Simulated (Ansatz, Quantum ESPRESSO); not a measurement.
# Rh: work function by face, part 4 of 6

Aim: the work function of the low-index faces of Rh, their order, and how far the functional matters.

Quantum ESPRESSO 7.5; plane-wave DFT, PBE, GBRV ultrasoft pseudopotentials; geometry and cross-check by Ansatz 0.2.0 with PAW datasets.

So far. Step 7 (Relaxation with Ansatz of (100)): The relaxation lowers the energy by 6 meV an atom. Held were the atoms numbered 3; the forces quoted are those on the free ones. Step 11 (Potential by pp.x of (100)): On (100) the work function under PBEsol lies +0.13 eV from PBE's.

## Step 12: Relaxation with Ansatz of (110)

Level of this step: plane-wave DFT, PBE, Ansatz PAW (Ansatz 0.2.0).

System of this step: Rh(110), 7 layers. The cell holds 7 atoms: 7 Rh. Its edges and angles: a = 3.800 Å, b = 2.687 Å, c = 24.061 Å, α = 90.0°, β = 90.0°, γ = 90.0°. It derives from Rh. Vacuum lies along c.

Input file input.yaml:

```yaml
crystal:
  lattice:
    - [3.8, 0.0, 0.0]
    - [0.0, 2.6870057685, 0.0]
    - [0.0, 0.0, 24.0610173055]
  atoms:
    - { symbol: Rh, position: [0.0, 0.0, 0.3324880199] }
    - { symbol: Rh, position: [0.5, 0.5, 0.3883253466] }
    - { symbol: Rh, position: [0.0, 0.0, 0.4441626733] }
    - { symbol: Rh, position: [0.5, 0.5, 0.5] }
    - { symbol: Rh, position: [0.0, 0.0, 0.5558373267] }
    - { symbol: Rh, position: [0.5, 0.5, 0.6116746534] }
    - { symbol: Rh, position: [0.0, 0.0, 0.6675119801] }
kpoints:
  mp_grid: { grid: [8, 12, 1] }
hamiltonian:
  xc: pbe
scf:
  occupations: { method: fermi_dirac, width: 0.1 }
  convergence: { dr2_threshold: 1.0e-08 }
efield:
  axis: 3
  dipole_correction: true
  ramp_position: 0.97
  ramp_width: 0.04
relax:
  f_tol: 0.01
  constraints: [{ sites: [2, 3, 4] }]
output:
  write_potential: true
  write_density: true
  volumetric_format: npy
```

Started as:

```sh
$ ansatz run input.yaml --threads 4 --pin off --max-ram 8192MiB --backend cpu --events-out ev --progress --plain --runs-dir out
```

Numbers of over 12 decimals in the logs are rounded to 6 here.

Log:

```text
[...]
Crystal: 7 atoms, lattice volume = 245.678 Å³
Basis set: ecut = 420 eV, 4845 PW (Γ), exchange–correlation on 54×36×324 points (8 copies of the dense FFT grid, shifted against one another)
Bands: 72, of which v1, the nominal top of the filled ones, is band 60 counted from 1 (59 counted from 0)
Symmetry: 4 space group operations
k-points: 35 of 96
[...]
SCF iter   1: F=—  HF=-44817.214025 eV  |F-HF|=—  |Δ(HF+E_count)|=         —  Δρ=6.51e-3  dr2=2.74e-1  ethr=1.77e-3  p=-0.001 e·Å  D=-3.85e-4 V/Å  ΔV_dip=0.01 eV  dr2_dipole=7.55e-4  V_vac-E_F(+/−)=4.40/4.39 eV  ⟨swp⟩=7.8  Hψ=11232  notcnv=0  defer=22
[...]
SCF iter   9: F=-44817.206300 eV  HF=-44817.206300 eV  |F-HF|=3.64e-8  |Δ(HF+E_count)|=   2.17e-7  Δρ=7.29e-7  dr2=9.58e-10  ethr=8.40e-12  p=0.000 e·Å  D=1.12e-6 V/Å  ΔV_dip=-0.00 eV  dr2_dipole=6.10e-11  V_vac-E_F(+/−)=4.68/4.68 eV  ⟨swp⟩=9.9  Hψ=17737  notcnv=0
SCF 1 converged in 9 iterations: F = -44817.206300 eV  dr2 = 9.58e-10
[...]
relax step   1: F+E_penalty+E_count = -44817.20630037 eV  Δ(F+E_penalty+E_count) = +0.000e0 eV  max|allowed force component| = 6.643e-1 eV/Å  Δτ_max = 0.0000 Å  (9 SCF iters, accepted)
[...]
SCF iter   9: F=-44817.270786 eV  HF=-44817.270786 eV  |F-HF|=1.52e-7  |Δ(HF+E_count)|=   1.25e-6  Δρ=2.18e-6  dr2=9.08e-9  ethr=8.40e-12  p=0.000 e·Å  D=9.69e-7 V/Å  ΔV_dip=-0.00 eV  dr2_dipole=7.16e-11  V_vac-E_F(+/−)=4.68/4.68 eV  ⟨swp⟩=9.1  Hψ=20447  notcnv=0
SCF 2 converged in 9 iterations: F = -44817.270786 eV  dr2 = 9.08e-9
relax step   2: F+E_penalty+E_count = -44817.27078570 eV  Δ(F+E_penalty+E_count) = -6.449e-2 eV  max|allowed force component| = 3.467e-1 eV/Å  Δτ_max = 0.0951 Å  (9 SCF iters, accepted)
SCF iter   1: F=—  HF=-44817.291259 eV  |F-HF|=—  |Δ(HF+E_count)|=         —  Δρ=5.00e-3  dr2=1.70e-1  ethr=1.99e-3  p=-0.000 e·Å  D=-4.63e-6 V/Å  ΔV_dip=0.00 eV  dr2_dipole=1.58e-7  V_vac-E_F(+/−)=4.69/4.69 eV  ⟨swp⟩=3.8  Hψ=4161  notcnv=0  defer=38
[...]
SCF iter   9: F=-44817.285591 eV  HF=-44817.285591 eV  |F-HF|=2.20e-8  |Δ(HF+E_count)|=   4.02e-7  Δρ=8.31e-7  dr2=1.42e-9  ethr=8.40e-12  p=-0.000 e·Å  D=-2.38e-7 V/Å  ΔV_dip=0.00 eV  dr2_dipole=1.19e-11  V_vac-E_F(+/−)=4.69/4.69 eV  ⟨swp⟩=10.2  Hψ=18468  notcnv=0
SCF 3 converged in 9 iterations: F = -44817.285591 eV  dr2 = 1.42e-9
relax step   3: F+E_penalty+E_count = -44817.28559075 eV  Δ(F+E_penalty+E_count) = -1.481e-2 eV  max|allowed force component| = 1.841e-2 eV/Å  Δτ_max = 0.0388 Å  (9 SCF iters, accepted)
SCF iter   1: F=—  HF=-44817.285848 eV  |F-HF|=—  |Δ(HF+E_count)|=         —  Δρ=4.88e-4  dr2=1.17e-3  ethr=1.94e-5  p=-0.000 e·Å  D=-8.78e-7 V/Å  ΔV_dip=0.00 eV  dr2_dipole=2.01e-9  V_vac-E_F(+/−)=4.69/4.69 eV  ⟨swp⟩=2.3  Hψ=4360  notcnv=0  defer=39
[...]
SCF iter   7: F=-44817.285727 eV  HF=-44817.285727 eV  |F-HF|=2.12e-8  |Δ(HF+E_count)|=   1.55e-7  Δρ=1.39e-6  dr2=9.95e-9  ethr=8.40e-12  p=-0.000 e·Å  D=-3.60e-7 V/Å  ΔV_dip=0.00 eV  dr2_dipole=8.70e-10  V_vac-E_F(+/−)=4.69/4.69 eV  ⟨swp⟩=8.5  Hψ=19155  notcnv=0
SCF 4 converged in 7 iterations: F = -44817.285727 eV  dr2 = 9.95e-9
relax step   4: F+E_penalty+E_count = -44817.28572715 eV  Δ(F+E_penalty+E_count) = -1.364e-4 eV  max|allowed force component| = 2.736e-3 eV/Å  Δτ_max = 0.0038 Å  (7 SCF iters, accepted)
[...]
the search or the solves at the SCF's close seem to have found levels that the self-consistency loop had missed (the run counts 2). By its estimate they hold under 1e-12 electrons; where the run keeps them, the occupations were computed again with them
WARN: The output density's exchange-correlation potential varies sharply where the density is thin. Do not read a vacuum level from v_tot or v_xc, or from such a field of the output density. On a cell that repeats whose density bears no net charge and no dipole along the vacuum's axis use v_es (v_loc + v_h of the components); under efield.dipole_correction with no amplitude use v_es + v_field, which holds any externa [...]
SCF converged after 7 iterations
Free energy (F): -44817.285727 eV
[...]
Internal energy: -44816.888472 eV  (E = F + TS)
E sigma→0 (E₀):  -44817.087099 eV
Entropy (-TS):   -0.397255 eV (-56.751 meV/atom)
Fermi energy:    5.918046 eV
Dipole field:    D = -0.000036 V/Å  (p = -0.000049 e·Å, saw-weighted, corrected)
Work function:   Φ+ = 4.6925 eV   Φ− = 4.6916 eV
[...]
--- Forces (eV/Å), atoms counted from 1 ---
  atom   1  Rh     0.00000000     0.00000000     0.00108701
  atom   2  Rh     0.00000000     0.00000000    -0.00273554
  atom   3  Rh     0.00000000     0.00000000     0.03212735
  atom   4  Rh     0.00000000     0.00000000     0.00000066
  atom   5  Rh     0.00000000     0.00000000    -0.03212779
  atom   6  Rh     0.00000000     0.00000000     0.00273560
  atom   7  Rh     0.00000000     0.00000000    -0.00107836
  max |Σ_I F_I| component: 8.93e-6 eV/Å
--- Band table (eV; the first three rows and the last of 35) ---
  k-point 0: bands = [... 56 lower, 5.0527, 5.0744, 5.2076, 5.6484, 5.8043, 6.0679, 6.2210, 6.3147, ... 8 higher]
  k-point 1: bands = [... 56 lower, 5.0507, 5.2612, 5.3340, 5.5470, 5.9147, 5.9573, 6.1660, 6.2372, ... 8 higher]
  k-point 2: bands = [... 56 lower, 5.2061, 5.4073, 5.4106, 5.4261, 5.8838, 5.9038, 5.9718, 6.1029, ... 8 higher]
  k-point 34: bands = [... 56 lower, 6.3950, 6.4514, 6.4790, 6.4861, 6.5488, 6.6218, 6.7733, 7.7569, ... 8 higher]
--- Relaxed structure (4 steps of the walk, 4 accepted, 0 SCFs on fresh bases) ---
  F+E_penalty+E_count = -44817.28572715 eV   max|allowed force component| = 2.736e-3 eV/Å
  atoms:
    - { symbol: Rh, position: [0.0, 0.0, 0.334691] }
    - { symbol: Rh, position: [0.5, 0.5, 0.385542] }
    - { symbol: Rh, position: [0.0, 0.0, 0.444163] }
    - { symbol: Rh, position: [0.5, 0.5, 0.500000] }
    - { symbol: Rh, position: [0.0, 0.0, 0.555837] }
    - { symbol: Rh, position: [0.5, 0.5, 0.614458] }
    - { symbol: Rh, position: [0.0, 0.0, 0.665309] }
```

Wall time 63 s (4 threads of Arm Neoverse V1, shared host); peak memory 0.86 GiB; 4.1 min of CPU time.

The steps of the relaxation:

```
step  energy less that of the first step (eV)  largest force component (eV/Å)
   1                                   0.0000                          0.6643
   2                                  -0.0645                          0.3467
   3                                  -0.0793                          0.0184
   4                                  -0.0794                          0.0027
```

The atoms that moved most (Å):

| atom | dx | dy | dz | length |
| --- | --- | --- | --- | --- |
| Rh2 | 0.000 | 0.000 | -0.067 | 0.067 |
| Rh6 | 0.000 | 0.000 | 0.067 | 0.067 |
| Rh7 | 0.000 | 0.000 | -0.053 | 0.053 |
| Rh1 | 0.000 | 0.000 | 0.053 | 0.053 |

The relaxation lowers the energy by 11 meV an atom. Held were the atoms numbered 3, 4 and 5; the forces quoted are those on the free ones.

Numbers from this step:

| Item | Value |
| --- | --- |
| free energy | -44817.2857 eV |
| energy at zero smearing | -44817.0871 eV |
| smearing term TS | 0.3973 eV |
| Fermi energy | 5.918 eV |
| symmetry operations | 4 |
| work function of the upper face | 4.692 eV |
| work function of the lower face | 4.692 eV |
| dipole along the normal | -4.91e-5 e·Å |

(Part 4 of 6 ends here.)

[Logs are printed without paths, hosts, clocks, repeated set-up lines and the standing remarks that a program may print on its own settings, such as how far it seeks lower states.]

[Hosts, paths, dates, database ids (printed as entryN), source tags and the programs' standing remarks are cut or masked in the printed files.]

[Maps of the electrostatic potential energy from Ansatz leave out the sawtooth potential of an applied field or a dipole correction, so their vacuum need not be flat; planar profiles and work functions include it.]
